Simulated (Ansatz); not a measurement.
In doubt: masses and optical values from hybrid runs of this build are listed as unsure (in some of the runs), which bears on the screening that GW takes from such a start; one-shot GW on d or f shells is unsure (in some of the runs), so the values of those runs are not to be relied on.

System: Cs2AgSbBr6 (Fm-3m).

```xyz
10
Lattice="0.0000 5.6893 5.6893 5.6893 0.0000 5.6893 5.6893 5.6893 0.0000" Properties=species:S:1:pos:R:3 pbc="T T T"
Cs    8.5339    8.5339    8.5339
Cs    2.8446    2.8446    2.8446
Ag    5.6893    5.6893    5.6893
Sb    0.0000    0.0000    0.0000
Br    2.8269    5.6893    5.6893
Br    5.6893    5.6893    2.8269
Br    8.5516    5.6893    5.6893
Br    5.6893    2.8269    5.6893
Br    5.6893    8.5516    5.6893
Br    5.6893    5.6893    8.5516
```

The cell and positions are those that the Materials Project relaxed with its own functionals (PBE, PBE+U or r2SCAN), kept fixed. Spin-orbit coupling is left out unless a run names it.

Gaps computed with Ansatz 0.2.0 without a self-energy: HSE06 1.67 eV.

Q: Estimate the G0W0@HSE06 gap with 4×4×4 mesh, 1536 empty bands, screening to 150 eV, hard PAW files.

About 2.24 eV: on its mesh the run moves the gap from 1.65 eV by +0.59 eV. Bands and cutoff are finite, so the gap is not at the basis limit. The miss can reach some tenths of an eV and take either sign; the mesh is an error of its own. A d shell, filled or nearly so, lies near the gap. One-shot GW converges very slowly in bands there, not always from below, and on a semilocal start the gap tends to come out low; starts rich in exact exchange can overshoot instead. The many-body steps are scalar-relativistic: spin-orbit coupling is not in them.

[Paths, hosts, dates, memory and timing lines, banners, echoed tables and standing remarks are left out of the program output.]

[Logs are printed without paths, hosts, clocks, repeated set-up lines and the standing remarks that a program may print on its own settings, such as how far it seeks lower states.]

[Runs of the session that timed out or met a known fault of the program may be left out.]

[Cells called generated may have been cut or substituted from an entry of the Crystallography Open Database or the Materials Project.]

[Hosts, paths, dates, database ids (printed as entryN), source tags and the programs' standing remarks are cut or masked in the printed files.]
